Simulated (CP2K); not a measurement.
Consider hydrogen peroxide at its PBE geometry (Å).

```xyz
4

O    -0.6881    0.2589    0.2746
O     0.6863    0.2593   -0.2763
H    -1.1369   -0.2630   -0.4205
H     1.1388   -0.2552    0.4223
```

Method: CP2K XAS_TDP, all-electron GAPW, PBEh(45%), aug-cc-pVTZ, TDA, no relativity.

Q: Where do the O K-edge lines lie, and how strong are they?

Leading lines: O1 527.52 eV. The leading line of an atom is its first one with 35 % of the strongest within 2.5 eV of its lowest line over the strength cut. 

The first six lines of each atom with a strength over 0.0015:

```tsv
atom	energy (eV)	states	strength, one atom
O1 (bonded to O and H), 2 alike	527.52	1	0.0672
	531.27	1	0.0204
	533.04	1	0.0055
	534.25	1	0.0098
	534.68	1	0.0078
	535.01	1	0.0040
```

Lines are vertical, at one geometry, with no vibrational structure. Without a correction of the core level, line positions, and the gaps between valence and Rydberg lines, follow the share of exact exchange. At this level such K lines come out 3 to 6 eV under measured ones. These values hold no scalar relativity, about 0.4 eV for O 1s. Rydberg lines, and the discretised continuum above threshold, depend on the basis and the box.

[Banner, clock and machine lines of the logs are left out without a mark of their own.]

[Logs are printed without paths, hosts, clocks, repeated set-up lines and the standing remarks that a program may print on its own settings, such as how far it seeks lower states.]

[Hosts, paths, dates, database ids (printed as entryN), source tags and the programs' standing remarks are cut or masked in the printed files.]
